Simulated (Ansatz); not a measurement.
# The valence band of RbLiCO3 as photoemission sees it, part 3 of 3

Wanted: projected DOS of RbLiCO3, weighted into photoemission and X-ray emission spectra, at several levels of theory.

Ansatz 0.2.0; DFT, PBE, plane-wave PAW, default files, scalar-relativistic (the session's first sound run).

So far. Step 2 (Self-consistent run, DOS and bands): At this level the gap is 4.67 eV on the path. Step 3 (With RPBE): At this level the gap is 4.96 eV on the path.

**4. With PBEsol**

This step: DFT, PBEsol, plane-wave PAW, default files, scalar-relativistic (Ansatz 0.2.0).

The run is repeated with PBEsol on the same cell, to see how much the levels hang on the functional.

File input.yaml:

```yaml
crystal:
  lattice:
    - [6.849, 0.0, 0.0]
    - [0.0, 7.162, 0.0]
    - [-3.6734405204, 0.0, 6.8221292125]
  atoms:
    - { symbol: Rb, position: [0.83075, 0.85911, 0.16686] }
    - { symbol: Rb, position: [0.16925, 0.35911, 0.33314] }
    - { symbol: Rb, position: [0.16925, 0.14089, 0.83314] }
    - { symbol: Rb, position: [0.83075, 0.64089, 0.66686] }
    - { symbol: O, position: [0.485, 0.8336, 0.7586] }
    - { symbol: O, position: [0.515, 0.3336, 0.7414] }
    - { symbol: O, position: [0.515, 0.1664, 0.2414] }
    - { symbol: O, position: [0.485, 0.6664, 0.2586] }
    - { symbol: O, position: [0.1747, 0.6934, 0.5462] }
    - { symbol: O, position: [0.8253, 0.1934, 0.9538] }
    - { symbol: O, position: [0.8253, 0.3066, 0.4538] }
    - { symbol: O, position: [0.1747, 0.8066, 0.0462] }
    - { symbol: O, position: [0.271, 0.9721, 0.4739] }
    - { symbol: O, position: [0.729, 0.4721, 0.0261] }
    - { symbol: O, position: [0.729, 0.0279, 0.5261] }
    - { symbol: O, position: [0.271, 0.5279, 0.9739] }
    - { symbol: C, position: [0.3063, 0.8321, 0.5905] }
    - { symbol: C, position: [0.6937, 0.3321, 0.9095] }
    - { symbol: C, position: [0.6937, 0.1679, 0.4095] }
    - { symbol: C, position: [0.3063, 0.6679, 0.0905] }
    - { symbol: Li, position: [0.4077, 0.9284, 0.3044] }
    - { symbol: Li, position: [0.5923, 0.4284, 0.1956] }
    - { symbol: Li, position: [0.5923, 0.0716, 0.6956] }
    - { symbol: Li, position: [0.4077, 0.5716, 0.8044] }
kpoints:
  mp_grid: { grid: [4, 4, 4] }
  band_path:
    path:
      - [0.0, 0.0, 0.0]
      - [0.0, 0.5, 0.0]
      - [0.0, 0.5, 0.5]
      - [0.0, 0.0, 0.5]
      - [0.0, 0.0, 0.0]
      - [-0.5, 0.0, 0.5]
      - [-0.5, 0.5, 0.5]
      - [0.0, 0.5, 0.0]
      - [-0.5, 0.5, 0.0]
      - [-0.5, 0.0, 0.0]
    npoints: 6
scf:
  occupations: { method: fermi_dirac, width: 0.02 }
  n_extra_bands: 40
hamiltonian:
  xc: pbesol
  pseudopotentials: { kind: paw }
output:
  forces: true
  stress: true
  dos:
    projected:
      site_lists:
        Rb1: [0, 1, 2, 3]
        O5: [4, 5, 6, 7]
        O9: [8, 9, 10, 11]
        O13: [12, 13, 14, 15]
        C17: [16, 17, 18, 19]
        Li21: [20, 21, 22, 23]
    de: 0.05
    e_range: [-28, 12]
    nscf_kmesh: { grid: [6, 6, 6] }
  fatbands: true
```

Run with:

```console
ansatz run input.yaml --threads 4 --pin off --max-ram 8192MiB --backend cpu --events-out ev --progress --plain --runs-dir out
```

Numbers of over 12 decimals in the logs are rounded to 6 here.

Output:

```text
[...]
Crystal: 24 atoms, lattice volume = 334.643 Å³
Basis set: ecut = 420 eV, 6547 PW (Γ), exchange–correlation on 96×96×108 points (8 copies of the dense FFT grid, shifted against one another)
Bands: 108, of which v1, the nominal top of the filled ones, is band 68 counted from 1 (67 counted from 0)
Symmetry: 4 space group operations
[...]
k-points: 30 of 64
[...]
SCF iter   1: F=—  HF=-21411.734652 eV  |F-HF|=—  |Δ(HF+E_count)|=         —  Δρ=8.70e-3  dr2=1.88e-1  ethr=1.77e-3  ⟨swp⟩=6.0  Hψ=14883  notcnv=0  defer=583
[...]
SCF iter   8: F=-21411.680666 eV  HF=-21411.680666 eV  |F-HF|=7.44e-9  |Δ(HF+E_count)|=   1.95e-7  Δρ=1.08e-6  dr2=4.20e-9  ethr=7.35e-11  ⟨swp⟩=15.2  Hψ=19979  notcnv=0
SCF 1 converged in 8 iterations: F = -21411.680666 eV  dr2 = 4.20e-9
[...]
SCF converged after 8 iterations
Free energy (F): -21411.680666 eV
[...]
Internal energy: -21411.680666 eV  (E = F + TS)
E sigma→0 (E₀):  -21411.680666 eV
Fermi energy:    5.694295 eV
[...]
--- Forces (eV/Å), atoms counted from 1 ---
  atom   1  Rb     0.03906614    -0.01152381    -0.01008282
  atom   2  Rb    -0.03906614    -0.01152381     0.01008282
  atom   3  Rb    -0.03906614     0.01152381     0.01008282
  atom   4  Rb     0.03906614     0.01152381    -0.01008282
  atom   5  O      0.27954670     0.03169156     0.56060529
  atom   6  O     -0.27954670     0.03169156    -0.56060529
  atom   7  O     -0.27954670    -0.03169156    -0.56060529
  atom   8  O      0.27954670    -0.03169156     0.56060529
  atom   9  O     -0.33259253    -0.34781992    -0.17556042
  atom  10  O      0.33259253    -0.34781992     0.17556042
  atom  11  O      0.33259253     0.34781992     0.17556042
  atom  12  O     -0.33259253     0.34781992    -0.17556042
  atom  13  O     -0.01217855     0.17246403    -0.18460332
  atom  14  O      0.01217855     0.17246403     0.18460332
  atom  15  O      0.01217855    -0.17246403     0.18460332
  atom  16  O     -0.01217855    -0.17246403    -0.18460332
  atom  17  C      0.09856084     0.13444211    -0.21584308
  atom  18  C     -0.09856084     0.13444211     0.21584308
  atom  19  C     -0.09856084    -0.13444211     0.21584308
  atom  20  C      0.09856084    -0.13444211    -0.21584308
  atom  21  Li     0.00471527     0.00999320     0.01641743
  atom  22  Li    -0.00471527     0.00999320    -0.01641743
  atom  23  Li    -0.00471527    -0.00999320    -0.01641743
  atom  24  Li     0.00471527    -0.00999320     0.01641743
  max |Σ_I F_I| component: 5.90e-17 eV/Å
--- Stress (GPa, compression-positive) ---
        0.259535       0.000000       0.741804
        0.000000       0.512781       0.000000
        0.741807       0.000000       1.105472
  P = ⅓ Tr σ = 0.6259 GPa (6.259 kbar)
--- Band table (eV; the first three rows and the last of 30) ---
  k-point 0: bands = [... 64 lower, 2.7804, 3.0390, 3.2820, 3.3885, 7.9295, 8.8630, 9.0138, 9.2082, ... 36 higher]
  k-point 1: bands = [... 64 lower, 2.7740, 2.9449, 3.3211, 3.4067, 8.2344, 8.9051, 9.0243, 9.2053, ... 36 higher]
  k-point 2: bands = [... 64 lower, 2.8150, 2.8150, 3.3867, 3.3867, 8.9206, 8.9206, 9.0010, 9.0010, ... 36 higher]
  k-point 29: bands = [... 64 lower, 3.1100, 3.1100, 3.1837, 3.1837, 8.7985, 8.7985, 9.0872, 9.0872, ... 36 higher]
```

Run time: 91 s. Hardware: 4 threads of Arm Neoverse V2, shared host; peak memory 1.9 GiB.

This step gave:

* free energy: -21411.6807 eV
* Fermi energy: 5.694 eV
* pressure: 0.6259 GPa
* gap on the k-mesh: 4.514 eV
* share of occupied states in no projected shell: 0.008 of the occupied states in the window
* gap on the path: 4.514 eV
* least direct gap on the path: 4.541 eV

Electronic bands along the path, in eV, zero at the valence-band maximum; v1 is the highest filled band, c1 the lowest empty one:

```csv
point,v4,v3,v2,v1,c1,c2,c3,c4
Γ,-0.64,-0.38,-0.13,-0.03,4.51,5.45,5.60,5.79
halfway,-0.57,-0.31,-0.22,-0.06,4.79,5.51,5.61,5.79
Z,-0.40,-0.40,-0.16,-0.16,5.44,5.44,5.70,5.70
halfway,-0.39,-0.39,-0.19,-0.19,5.50,5.50,5.75,5.75
D,-0.37,-0.37,-0.23,-0.23,5.55,5.55,5.69,5.69
halfway,-0.51,-0.51,-0.10,-0.10,5.54,5.54,5.63,5.63
B,-0.60,-0.60,-0.03,-0.03,5.50,5.50,5.58,5.58
halfway,-0.64,-0.47,-0.10,-0.01,4.82,5.49,5.61,5.79
Γ,-0.64,-0.38,-0.13,-0.03,4.51,5.45,5.60,5.79
halfway,-0.60,-0.42,-0.11,-0.04,4.85,5.45,5.62,5.86
A,-0.51,-0.51,-0.07,-0.07,5.42,5.42,5.76,5.76
halfway,-0.44,-0.44,-0.12,-0.12,5.41,5.41,5.69,5.69
E,-0.31,-0.31,-0.23,-0.23,5.38,5.38,5.67,5.67
halfway,-0.36,-0.36,-0.19,-0.19,5.40,5.40,5.72,5.72
Z,-0.40,-0.40,-0.16,-0.16,5.44,5.44,5.70,5.70
halfway,-0.41,-0.41,-0.17,-0.17,5.47,5.47,5.72,5.72
C2,-0.43,-0.43,-0.18,-0.18,5.39,5.39,5.77,5.77
halfway,-0.67,-0.37,-0.18,-0.04,5.35,5.42,5.57,5.86
Y2,-0.77,-0.46,-0.06,0.00,5.33,5.42,5.44,5.93
```

Of the projections kept (Rb s, Rb p, O s, O p, C s, C p, Li s, not projected), the largest for each band there; the rest of the weight can lie on other orbitals:

```csv
point,v4,v3,v2,v1,c1,c2,c3,c4
Γ,O p 0.98,O p 0.98,O p 0.98,O p 0.99,Rb s 0.53,C p 0.44,C p 0.44,C p 0.50
Z,O p 0.98,O p 0.98,O p 0.99,O p 0.99,Rb s 0.36,Rb s 0.36,C p 0.38,C p 0.38
D,O p 0.98,O p 0.98,O p 0.98,O p 0.98,C p 0.39,C p 0.39,C p 0.45,C p 0.45
B,O p 0.97,O p 0.97,O p 0.99,O p 0.99,Rb s 0.37,Rb s 0.37,C p 0.45,C p 0.45
Γ,O p 0.98,O p 0.98,O p 0.98,O p 0.99,Rb s 0.53,C p 0.44,C p 0.44,C p 0.50
A,O p 0.98,O p 0.98,O p 0.99,O p 0.99,C p 0.39,C p 0.39,C p 0.45,C p 0.45
```

The DOS has structure finer than the step of the table below, so its rows give means over 1 eV, whole bins alone (the curve runs from -25.7 to 12.3 eV). Peaks (eV: height): total -18.5: 80.0, -18.3: 72.1, -8.9: 66.3, -5.6: 48.6; O 2p -7.1: 19.7, -5.6: 30.2, -1.4: 43.1, -0.1: 18.4; Rb 4p -8.9: 63.3; C 2p -18.5: 23.5, -18.3: 19.7, -5.5: 10.8, 5.5: 6.58; O 2s -21.7: 25.0, -18.5: 52.7, -18.3: 49.4, -7.1: 10.9.

* holds the states left over by the projection beside any projected weight of its own. The DOS by E, zero at the valence-band maximum; means over each step; 7 of 11 lines; values in states/eV/cell:

```csv
E (eV),total,O 2p,Rb 4p,C 2p,O 2s,Rb 5p,Li 2p*
-25,8.00,0.0233,3.9e-4,0.0179,0.00519,0,0
-24,0,0,0,0,0,0,0
-23,0,0,0,0,0,0,0
-22,7.80,0.904,0.00329,0.00375,4.13,0,0
-21,0.198,0.0230,9.2e-5,9.5e-5,0.108,0,0
-20,0,0,0,0,0,0,0
-19,3.50,0.110,0.00286,1.03,2.31,0,0
-18,12.5,0.351,0.0107,3.51,8.45,0,0
-17,0,0,0,0,0,0,0
-16,0,0,0,0,0,0,0
-15,0,0,0,0,0,0,0
-14,0,0,0,0,0,0,0
-13,0,0,0,0,0,0,0
-12,0,0,0,0,0,0,0
-11,0,0,0,0,0,0,0
-10,0,0,0,0,0,0,0
-9,24.0,1.12,22.2,0.160,0.150,0,0.0136
-8,0,0,0,0,0,0,0
-7,8.00,4.01,0.0111,0.0335,2.19,0.689,0.0811
-6,19.0,11.7,0,4.12,2.09,0.532,0.226
-5,5.04,3.04,0,1.28,0.493,0.149,0.0520
-4,0,0,0,0,0,0,0
-3,0.935,0.838,0,0.00128,0.00411,0.00522,0.0120
-2,21.2,20.0,0,0.0319,0.0490,0.136,0.383
-1,11.4,11.1,0,0.00921,0.00789,0.0706,0.176
0,6.47,6.36,0,0.00552,0.00547,0.00917,0.0867
1,0,0,0,0,0,0,0
2,0,0,0,0,0,0,0
3,0,0,0,0,0,0,0
4,3.1e-4,0,0,0,7.1e-5,0,1.7e-5
5,3.29,0.714,0,0.986,0.200,0.0120,0.413
6,8.19,2.40,0,2.77,0.278,0.0341,1.03
7,8.01,0.386,0,0.275,0.357,0.0344,3.76
8,12.0,0.383,0,0.407,0.273,0.0193,8.85
9,9.83,0.288,0,0.417,0.185,0.0106,7.62
10,11.9,0.260,0,0.258,0.116,0.00502,10.5
11,8.79,0.247,0,0.138,0.0768,0.00343,7.42
```

This run's widths, added to any smearing of the DOS itself: Gaussian 0.45 eV, Lorentzian 0.05 eV plus 0.03 an eV of depth. Intensity against binding energy, zero at the valence-band maximum; values in % of the maximum within 13 eV:

```csv
binding energy (eV),21.2 eV,60 eV,100 eV,1486.7 eV,8047.8 eV
-1,0.462,0.471,0.484,0.0975,0.0944
0,23.5,23.5,23.5,0.979,0.222
1,19.2,19.2,19.2,0.852,0.246
2,56.7,56.6,56.6,2.44,0.667
3,3.08,3.04,3.08,0.348,0.256
4,1.43,1.34,1.41,0.419,0.365
5,11.7,9.97,10.4,1.99,1.40
6,44.1,38.2,40.0,7.15,4.81
7,18.4,23.2,28.4,11.2,8.17
8,-,2.20,2.57,6.42,6.28
9,-,10.9,12.2,99.3,99.3
10,-,0.934,1.07,5.86,5.87
11,-,0.348,0.423,1.39,1.42
12,-,0.245,0.318,0.700,0.737
13,-,0.222,0.309,0.496,0.538
14,-,0.244,0.361,0.453,0.496
15,-,0.325,0.505,0.524,0.557
16,-,0.551,0.886,0.801,0.784
17,-,1.44,2.37,1.94,1.66
18,-,12.1,20.0,15.6,11.7
19,-,7.49,12.3,9.62,7.48
20,-,1.68,2.76,2.25,2.23
21,-,4.02,6.57,4.78,4.38
22,-,7.42,12.1,8.72,8.00
23,-,1.17,2.05,2.96,6.43
24,-,1.12,2.55,9.41,27.9
25,-,2.19,5.52,24.4,74.6
```

Maxima picked by a test of local sharpness, so broad peaks and shoulders can be missing; peaks within 0.45 eV of a curve's cut are left out. Valence peaks, by row:

```csv
photon energy (eV),binding energy (eV),height (% of the maximum within 13 eV),main shell,its share (%)
21.2,7.063,19.35,O 2p,90.54
21.2,5.663,80.18,O 2p,69.54
21.2,1.563,100,O 2p,99.64
21.2,0.2626,34.25,O 2p,99.74
60,21.66,11.35,O 2s,51.67
60,18.41,21.48,O 2s,72.43
60,9.013,11.03,Rb 4p,54.26
60,7.063,24.49,O 2p,71.87
60,5.663,68.89,O 2p,81.08
60,1.563,100,O 2p,99.79
60,0.2626,34.28,O 2p,99.81
100,24.71,6.831,Rb 4s,92.56
100,21.66,18.51,O 2s,62.62
100,18.41,35.45,O 2s,86.76
100,9.013,12.33,Rb 4p,56.15
100,7.063,30.03,O 2p,58.55
100,5.663,72.09,O 2p,77.42
100,1.563,100,O 2p,99.7
100,0.2626,34.28,O 2p,99.72
1487,24.71,30.32,Rb 4s,98.91
1487,21.66,12.82,O 2s,79.6
1487,18.41,27.48,O 2s,98.55
1487,8.963,100,Rb 4p,99.07
1487,7.113,11.9,O 2s,72.81
1487,5.663,12.23,O 2s,77.17
1487,1.563,4.028,O 2p,91.23
8048,24.71,92.71,Rb 4s,99.69
8048,21.66,10.57,O 2s,71.09
8048,18.41,20.55,O 2s,97.06
8048,8.963,100,Rb 4p,99.3
8048,7.113,8.741,O 2s,73
8048,5.663,7.948,O 2s,87.45
```

Spectra as before, but with a recipe of its own (widths, and in some runs the light), which changes peak heights and what is resolved: Gaussian 0.45 eV, Lorentzian 0.05 eV plus 0.03 times the binding energy, linear light, analyser at 30°, Fermi edge at 300 K; some photon energies differ too.

The two runs compared:

```csv
quantity,this run,base run,difference
gap on the path (eV),4.5139,4.6687,-0.155
least direct gap on the path (eV),4.541,4.6952,-0.154
gap on the k-mesh (eV),4.5139,4.6687,-0.155
```

One result that differs is the gap on the k-mesh, 4.51 eV against 4.67 eV.

At this level the gap is 4.51 eV on the path.

**5. Other settings**

This step: DFT, PBE, plane-wave PAW, default files, scalar-relativistic; changed: scf.lower_state_search = "standard", basis.ecutrho_ratio = 8, hamiltonian.pseudopotentials = {"kind": "nc"} (Ansatz 0.2.0).

Some settings are changed to see whether the read-outs move.

Changes to input.yaml since step 4:

```diff
@@ -32,15 +32,2 @@
   mp_grid: { grid: [4, 4, 4] }
-  band_path:
-    path:
-      - [0.0, 0.0, 0.0]
-      - [0.0, 0.5, 0.0]
-      - [0.0, 0.5, 0.5]
-      - [0.0, 0.0, 0.5]
-      - [0.0, 0.0, 0.0]
-      - [-0.5, 0.0, 0.5]
-      - [-0.5, 0.5, 0.5]
-      - [0.0, 0.5, 0.0]
-      - [-0.5, 0.5, 0.0]
-      - [-0.5, 0.0, 0.0]
-    npoints: 6
 scf:
@@ -48,5 +35,6 @@
   n_extra_bands: 40
+  lower_state_search: standard
 hamiltonian:
-  xc: pbesol
-  pseudopotentials: { kind: paw }
+  xc: pbe
+  pseudopotentials: { kind: nc }
 output:
@@ -66,2 +54,3 @@
     nscf_kmesh: { grid: [6, 6, 6] }
-  fatbands: true
+basis:
+  ecutrho_ratio: 8
```

Output:

```text
[...]
Crystal: 24 atoms, lattice volume = 334.643 Å³
Basis set: ecut = 1240 eV, 33227 PW (Γ), exchange–correlation on 240×240×256 points (8 copies of the dense FFT grid, shifted against one another)
Bands: 108, of which v1, the nominal top of the filled ones, is band 68 counted from 1 (67 counted from 0)
Symmetry: 4 space group operations
[...]
k-points: 30 of 64
[...]
SCF iter   1: F=—  HF=-9974.342000 eV  |F-HF|=—  |Δ(HF+E_count)|=         —  Δρ=7.15e-2  dr2=1.88e1  ethr=3.10e-3  ⟨swp⟩=8.4  Hψ=19153  notcnv=0  defer=610
[...]
SCF iter  10: F=-9967.528308 eV  HF=-9967.528308 eV  |F-HF|=3.03e-8  |Δ(HF+E_count)|=   3.00e-7  Δρ=4.43e-6  dr2=5.15e-8  ethr=7.35e-11  ⟨swp⟩=21.2  Hψ=29529  notcnv=0
SCF 1 converged in 10 iterations: F = -9967.528308 eV  dr2 = 5.15e-8
[...]
SCF converged after 10 iterations
Free energy (F): -9967.528308 eV
[...]
Internal energy: -9967.528308 eV  (E = F + TS)
E sigma→0 (E₀):  -9967.528308 eV
Fermi energy:    5.875805 eV
[...]
--- Forces (eV/Å), atoms counted from 1 ---
  atom   1  Rb     0.01483046    -0.00363297    -0.00471024
  atom   2  Rb    -0.01483046    -0.00363297     0.00471024
  atom   3  Rb    -0.01483046     0.00363297     0.00471024
  atom   4  Rb     0.01483046     0.00363297    -0.00471024
  atom   5  O      0.36154863     0.03743098     0.73918085
  atom   6  O     -0.36154863     0.03743098    -0.73918085
  atom   7  O     -0.36154863    -0.03743098    -0.73918085
  atom   8  O      0.36154863    -0.03743098     0.73918085
  atom   9  O     -0.43574230    -0.48829352    -0.21111033
  atom  10  O      0.43574230    -0.48829352     0.21111033
  atom  11  O      0.43574230     0.48829352     0.21111033
  atom  12  O     -0.43574230     0.48829352    -0.21111033
  atom  13  O      0.00675464     0.31511108    -0.29304499
  atom  14  O     -0.00675464     0.31511108     0.29304499
  atom  15  O     -0.00675464    -0.31511108     0.29304499
  atom  16  O      0.00675464    -0.31511108    -0.29304499
  atom  17  C      0.07436515     0.12779619    -0.23400418
  atom  18  C     -0.07436515     0.12779619     0.23400418
  atom  19  C     -0.07436515    -0.12779619     0.23400418
  atom  20  C      0.07436515    -0.12779619    -0.23400418
  atom  21  Li    -0.00052848     0.01250137     0.01172524
  atom  22  Li     0.00052848     0.01250137    -0.01172524
  atom  23  Li     0.00052848    -0.01250137    -0.01172524
  atom  24  Li    -0.00052848    -0.01250137     0.01172524
  max |Σ_I F_I| component: 1.67e-16 eV/Å
--- Stress (GPa, compression-positive) ---
        2.332985       0.000000       1.077501
        0.000000       2.895216       0.000000
        1.077501       0.000000       3.623271
  P = ⅓ Tr σ = 2.9505 GPa (29.505 kbar)
--- Band table (eV; the first three rows and the last of 30) ---
  k-point 0: bands = [... 64 lower, 2.8953, 3.1513, 3.3900, 3.4928, 8.1881, 9.0081, 9.1591, 9.3438, ... 36 higher]
  k-point 1: bands = [... 64 lower, 2.8899, 3.0593, 3.4278, 3.5108, 8.4882, 9.0492, 9.1700, 9.3408, ... 36 higher]
  k-point 2: bands = [... 64 lower, 2.9315, 2.9315, 3.4913, 3.4913, 9.1299, 9.1299, 9.1497, 9.1497, ... 36 higher]
  k-point 29: bands = [... 64 lower, 3.2191, 3.2191, 3.2927, 3.2927, 8.9777, 8.9777, 9.2233, 9.2233, ... 36 higher]
```

Wall time 5.8 min (4 threads); peak memory 6.7 GiB; 22 min of CPU time.

This step gave:

```
free energy                                    : -9967.5283 eV
Fermi energy                                   : 5.876 eV
pressure                                       : 2.950 GPa
gap on the k-mesh                              : 4.669 eV
share of occupied states in no projected shell : 0.0078 of the occupied states in the window
```

The two runs compared:

```csv
quantity,this run,base run,difference
gap on the k-mesh (eV),4.6688,4.6687,8.2e-5
```

The gap on the k-mesh moves by 0.00 eV at most against the base run, so this change doesn't matter for them.

**6. Results**

```
least gap on the mesh and the path                           : 4.67 eV
strongest listed peak within 13 eV of the zero, at 1486.7 eV : 9.0 eV binding, mostly Rb 4p
strongest listed peak within 13 eV of the zero, at 21.2 eV   : 1.5 eV binding, mostly O 2p
PBE (92 s on 4 threads)                                      : gap 4.67 eV, highest Al Kα peak within 13 eV at 9.0 eV (Rb 4p)
RPBE (91 s on 4 threads)                                     : gap 4.96 eV, highest Al Kα peak within 13 eV at 9.1 eV (Rb 4p)
PBEsol (91 s on 4 threads)                                   : gap 4.51 eV, highest Al Kα peak within 13 eV at 9.0 eV (Rb 4p)
other settings (5.8 min on 4 threads)                        : gap 4.67 eV, highest Al Kα peak within 13 eV at 9.0 eV (Rb 4p)
```

**Reading.** RbLiCO3 is an insulator or semiconductor at the base level (gap 4.67 eV), and its valence spectrum changes with photon energy as the shells' cross sections do. At 1486.7 eV the valence spectrum has its highest listed peak within 13 eV at 9.0 eV (Rb 4p). The shell named is the one with most of the intensity, cross sections included, not always the one with most states there. With RPBE, the gap on the path moves from 4.67 to 4.96 eV. With PBEsol, the gap on the path moves from 4.67 to 4.51 eV. At 21.2 eV the area is led by O 2p (90 %), at 5950 eV by Rb 4p (43 %), a shell that the model's window at 21.2 eV leaves out. Kohn–Sham levels aren't quasiparticle energies, so peak positions are approximate. Each run has its own recipe for the spectra (widths, photon energies, in some runs the light), so peak heights and places can differ between runs for that reason too. Semilocal Kohn–Sham gaps are too small as a rule.

[Logs are printed without paths, hosts, clocks, repeated set-up lines and the standing remarks that a program may print on its own settings, such as how far it seeks lower states.]

[Hosts, paths, dates, database ids (printed as entryN), source tags and the programs' standing remarks are cut or masked in the printed files.]

[Maps of the electrostatic potential energy from Ansatz leave out the sawtooth potential of an applied field or a dipole correction, so their vacuum need not be flat; work functions include it.]

[Peak lists hold at most the 14 tallest peaks of each spectrum; further lines can be left out.]
